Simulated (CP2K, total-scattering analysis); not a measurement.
## Assigning the peaks of a pair distribution function

The sample: CaAl2Si2O8 (Ca 7.7, Al 15.4, Si 15.4, O 61.5 atom %) at 2300 K, fixed volume, ρ₀ = 0.0718 Å⁻³. The data come from ab initio molecular dynamics with CP2K (PBE, Gaussian and plane waves, DZVP-MOLOPT-SR basis, GTH potentials, 400 Ry, CSVR thermostat, no spin, fixed volume). The average runs over 0.57 ps of 78 atoms, so shells between rare elements are rough. Mean temperature 2183 K, largest m.s.d. 0.69 Å², energy drift -6 meV an atom (last third less first, no steady trend); the first quarter of the run is discarded. Start: last frame of a classical run of this cell at the same density and temperature. So short a stretch relaxes bonds and nearest shells but still remembers its start. It is a melt by its history, in a run too short to show flow.

The totals are in Faber–Ziman form. Below 4 Å⁻¹ the partials are summed on the cell's own reciprocal vectors (from 0.61 Å⁻¹) and folded with a Gaussian of σ = 0.13 Å⁻¹; above it they are transforms of g(r) out to 7.0 Å, tapered over the last 40 %. The fold lowers sharp peaks, and with so few vectors their positions are good to about 0.1 Å⁻¹. X-rays take neutral-atom form factors, neutrons coherent lengths (Ca 4.7, Al 3.449, Si 4.15071, O 5.8037 fm). G(r) = 4πrρ₀[g(r) − 1] carries the resolution of a Lorch-windowed transform up to 20 Å⁻¹. The patterns are simulated, not measured. The cell is small: beyond half the box only the part of each shell inside it is counted, and low-Q values rest on few vectors.

```
Q (Å⁻¹)  X-ray  neutron
    0.6   0.08     0.21
    0.9   0.17     0.23
    1.2   0.35     0.41
    1.5   0.50     0.55
    1.8   0.89     0.66
    2.1   1.13     0.73
    2.4   0.81     0.75
    2.7   0.65     1.04
    3.0   0.78     1.04
    3.3   0.82     0.90
    3.6   0.87     0.83
    3.9   1.01     0.88
    4.2   1.22     1.05
    4.5   1.35     1.20
    4.8   1.27     1.26
    5.1   1.07     1.23
    5.4   0.94     1.09
    5.7   0.89     0.93
    6.0   0.91     0.84
    6.3   0.92     0.83
    6.6   0.91     0.86
    6.9   0.91     0.91
    7.2   0.95     0.99
    7.5   1.02     1.06
    7.8   1.07     1.10
    8.1   1.08     1.09
    8.4   1.08     1.06
    8.7   1.06     1.03
    9.0   1.03     1.01
    9.3   0.99     0.99
    9.6   0.96     0.97
    9.9   0.94     0.96
   10.2   0.95     0.96
   10.5   0.97     0.96
   10.8   0.98     0.98
   11.1   1.00     0.99
   11.4   1.02     1.01
   11.7   1.03     1.03
   12.0   1.03     1.03
```

G(r):

| r (Å) | X-ray | neutron |
| --- | --- | --- |
| 1.0 | -0.91 | -0.90 |
| 1.1 | -0.99 | -0.98 |
| 1.2 | -1.08 | -1.07 |
| 1.3 | -1.15 | -1.16 |
| 1.4 | -0.90 | -0.97 |
| 1.5 | -0.05 | -0.18 |
| 1.6 | 1.11 | 0.91 |
| 1.7 | 1.70 | 1.44 |
| 1.8 | 1.20 | 0.90 |
| 1.9 | 0.20 | -0.11 |
| 2.0 | -0.58 | -0.88 |
| 2.1 | -0.93 | -1.23 |
| 2.2 | -1.02 | -1.24 |
| 2.3 | -1.01 | -1.02 |
| 2.4 | -0.96 | -0.55 |
| 2.5 | -0.87 | 0.05 |
| 2.6 | -0.73 | 0.59 |
| 2.7 | -0.54 | 0.92 |
| 2.8 | -0.28 | 0.91 |
| 2.9 | 0.05 | 0.71 |
| 3.0 | 0.38 | 0.46 |
| 3.1 | 0.60 | 0.21 |
| 3.2 | 0.63 | -0.01 |
| 3.3 | 0.52 | -0.20 |
| 3.4 | 0.36 | -0.31 |
| 3.5 | 0.20 | -0.35 |
| 3.6 | 0.05 | -0.37 |
| 3.7 | -0.07 | -0.38 |
| 3.8 | -0.11 | -0.33 |
| 3.9 | -0.04 | -0.22 |
| 4.0 | 0.13 | -0.07 |
| 4.1 | 0.33 | 0.08 |
| 4.2 | 0.49 | 0.18 |
| 4.3 | 0.56 | 0.22 |
| 4.4 | 0.52 | 0.21 |
| 4.5 | 0.38 | 0.19 |
| 4.6 | 0.19 | 0.19 |
| 4.7 | 0.01 | 0.20 |
| 4.8 | -0.10 | 0.23 |
| 4.9 | -0.17 | 0.27 |
| 5.0 | -0.21 | 0.28 |
| 5.1 | -0.27 | 0.25 |
| 5.2 | -0.33 | 0.18 |
| 5.3 | -0.36 | 0.07 |
| 5.4 | -0.33 | -0.02 |
| 5.5 | -0.26 | -0.09 |
| 5.6 | -0.18 | -0.16 |
| 5.7 | -0.09 | -0.21 |
| 5.8 | 0.05 | -0.19 |
| 5.9 | 0.21 | -0.11 |
| 6.0 | 0.34 | -0.01 |

**Question.** Which pairs make the maxima of G(r) below 4.5 Å, and what can the data say of the number of neighbours?

Each pair enters with the weight ci cj fi fj (2 − δij)/⟨f⟩², taking f = Z for X-rays at Q = 0: O–O 0.22 / 0.49; Si–O 0.19 / 0.18; Al–O 0.17 / 0.15; Ca–O 0.13 / 0.10; Al–Si 0.08 / 0.03; Ca–Si 0.06 / 0.02; Ca–Al 0.05 / 0.01; Si–Si 0.04 / 0.02 (X-ray / neutron).

| radiation | maximum (Å) | G (Å⁻²) | pairs that make it (share of the curvature of G, each pair at the same resolution) |
| --- | --- | --- | --- |
| X-ray | 1.70 | 1.70 | Si–O 70 %, Al–O 30 % |
| X-ray | 3.16 | 0.64 | Al–Si 56 %, Si–Si 39 % |
| X-ray | 4.31 | 0.57 | Al–O 34 %, Si–O 32 %, Ca–Si 21 % |
| neutron | 1.70 | 1.44 | Si–O 73 %, Al–O 27 % |
| neutron | 2.75 | 0.95 | O–O 99 % |

The first shell (Si–O, 1.64 Å) shares its range with Al–O (1.75 Å), so its area is a weighted sum. The maxima can be assigned, but 2 totals can't separate 10 partials, so the counts below come from the model itself.

From the coordinates:

```csv
pair,first peak (Å),g there,first minimum (Å),g there,neighbours
Si–O,1.64,11.2,2.40,0.04,"4.1 O per Si, 1.0 Si per O"
Al–O,1.75,7.1,2.64,0.17,"4.2 O per Al, 1.1 Al per O"
Ca–O,2.26,2.5,3.22,0.78,"6.4 O per Ca, 0.8 Ca per O"
O–O,2.73,2.6,3.82,0.63,9.8
Si–Si,3.14,3.9,3.72,0.12,2.0
Al–Al,3.16,2.6,3.98,0.28,2.7
Al–Si,3.26,3.2,3.72,0.44,"2.3 Si per Al, 2.3 Al per Si"
Ca–Al,3.42,2.5,4.68,0.70,"5.0 Al per Ca, 2.5 Ca per Al"
Ca–Si,3.46,2.4,4.14,1.14,"3.7 Si per Ca, 1.9 Ca per Si"
```

Bonded neighbours (only these pairs count: cutoffs Ca–O 3.22 Å, Al–O 2.64 Å, Si–O 2.4 Å): Ca: 3 3.3 %, 4 4.4 %, 5 22 %, 6 20 %, 7 27 %, 8 21 %, 9 2.2 %; Al: 3 1.1 %, 4 74 %, 5 25 %; Si: 3 0.6 %, 4 91 %, 5 8.3 %; O: 2 27 %, 3 59 %, 4 14 %. For Ca–O g doesn't fall to zero at the cutoff, so those shares hang on where it is put. Bridging oxygens per network former of four or fewer bonds: Al: Q3 14 %, Q4 86 %; Si: Q2 0.6 %, Q3 18 %, Q4 82 %. Oxygen by network formers bound (Si, B, P, Ge and Al count): one 7.9 %, two 76 %, three or more 16 %. O–Al–O peak at 98°, O–Si–O peak at 106° and Al–O–Al peak at 118°. These counts come from 15 frames.

Anions around each cation, with the position of the first peak: Ca 6.4 (Ca–O 2.26 Å, to 3.22 Å, a soft count), Al 4.2 (Al–O 1.75 Å, to 2.64 Å) and Si 4.1 (Si–O 1.64 Å, to 2.40 Å). The weights that differ most between the probes (X-ray, neutron): O–O 0.22 and 0.49, Al–Si 0.08 and 0.03 and Ca–Si 0.06 and 0.02. At 2.85 Å⁻¹ neutrons show a peak (1.09) where X-rays give 0.67: term by term, w(S − 1) with f = Z as a rough X-ray weight: O–O +0.64 against +0.28, Al–O -0.23 against -0.28 and Ca–Si -0.02 against -0.06 (neutron against X-ray).

[Logs are printed without paths, hosts, clocks, repeated set-up lines and the standing remarks that a program may print on its own settings, such as how far it seeks lower states.]
